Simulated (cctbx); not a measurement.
# A disordered crystal of nominal TlGa15

Cell a = 7.6510 Å, b = 13.6000 Å, c = 11.1460 Å, α = 90.00°, β = 90.00°, γ = 90.00°; space group Imma (no. 74); nominal formula TlGa15.

Simulated single-crystal data (cctbx): Mo Kα, λ = 0.71073 Å, to d = 0.6 Å, 80 % of the full sphere, strongest reflection 5000 counts, noise from counting, a 2 % proportional error and a noise floor of 15 counts (s.d.); no absorption, and some extinction, which the refinements don't model.

With every site full:

```text
Rint 0.134, 1540 unique reflections to 0.60 A
cycle     R1     wR2    GooF  max shift (A)
   1  0.1189  0.1830   2.660   0.00400
   2  0.0452  0.0695   1.010   0.00001
final R1 0.0452 wR2 0.0695 GooF 1.010  parameters 44  data/parameter 35.0
atom        x        y        z      Ueq    occ   su(xyz)  su(Uiso or U11)
Tl1    0.50000  0.25000  0.16279   0.0147  1.000  0.00007  0.0003
Ga1    0.83604  0.04930  0.16672   0.0296  1.000  0.00015  0.0006
Ga2    0.50000  0.35504  0.89732   0.0207  1.000  0.00015  0.0006
Ga3    0.00000  0.83353  0.95020   0.0317  1.000  0.00017  0.0009
Ga4    0.00000  0.90051  0.15728   0.0255  1.000  0.00017  0.0006
Ga5    0.50000  0.75000  0.24983   0.0138  1.000  0.00018  0.0008
Ga6    0.75203  0.07536  0.96503   0.0143  1.000  0.00015  0.0004
difference map: max 5.17 min -5.27 rms 1.17
Q1    0.1842  0.0071  0.2191   16    5.24  0.83 A from Ga1
Q2    0.0567  0.2500  0.8381    8    5.18  1.08 A from Ga5
Q3    0.1687  0.2500  0.2951    8    4.56  1.37 A from Tl1
Q4    0.0000  0.0768  0.5602    8    4.38  1.04 A from Ga2
Q5    0.0000  0.1709  0.4958    8    4.25  1.24 A from Ga2
Q6    0.0441  0.2500  0.4414    8    4.16  1.21 A from Tl1
```

With the occupancies of the suspect sites free, each still typed as its main element:

```text
Rint 0.134, 1540 unique reflections to 0.60 A
cycle     R1     wR2    GooF  max shift (A)
   1  0.1353  0.2323   3.377   0.00068
   7  0.0416  0.0637   0.927   0.00007
final R1 0.0416 wR2 0.0637 GooF 0.926  parameters 45  data/parameter 34.2
atom        x        y        z      Ueq    occ   su(xyz)  su(Uiso or U11)
Tl1    0.50000  0.25000  0.16276   0.0150  1.000  0.00006  0.0003
Ga1    0.83610  0.04927  0.16669   0.0299  1.000  0.00014  0.0006
Ga2    0.50000  0.35495  0.89747   0.0209  1.000  0.00013  0.0006
Ga3    0.00000  0.83360  0.95018   0.0258  0.894  0.00015  0.0009
Ga4    0.00000  0.90051  0.15728   0.0258  1.000  0.00016  0.0006
Ga5    0.50000  0.75000  0.24987   0.0141  1.000  0.00016  0.0007
Ga6    0.75198  0.07539  0.96500   0.0145  1.000  0.00013  0.0003
su of occupancy Ga3: 0.007
difference map: max 4.93 min -5.11 rms 1.14
Q1    0.1841  0.0068  0.2191   16    5.27  0.84 A from Ga1
Q2    0.0000  0.1196  0.7499    8    4.64  1.07 A from Ga4
Q3    0.0580  0.2500  0.8376    8    4.62  1.07 A from Ga5
Q4    0.0000  0.2086  0.6777    8    4.60  0.98 A from Ga5
Q5    0.2500  0.1525  0.2500    8    4.29  1.81 A from Ga1
Q6    0.0000  0.1732  0.4932    8    4.27  1.28 A from Ga2
```

**Question.** What is the disorder?

X-rays count electrons. Ga3 refines to 0.894(0.007), or 27.7 electrons; the site truly holds 0.9 Ga, 27.9 electrons, which is 0.900 of Ga. A value under 1 can't tell vacancies from a lighter guest, and one over 1 needs a heavier guest; chemistry or a second radiation must settle which. Occupancy correlates with U and the scale, so the match is approximate.

Freeing them takes R1 from 0.0452 to 0.0416 and GooF from 1.01 to 0.93.

The model is made up (kin elements in a known structure type, no relaxation), so it says nothing on whether the phase exists.

[Middle refinement cycles are left out of these outputs.]

[Logs are printed without paths, hosts, clocks, repeated set-up lines and the standing remarks that a program may print on its own settings, such as how far it seeks lower states.]
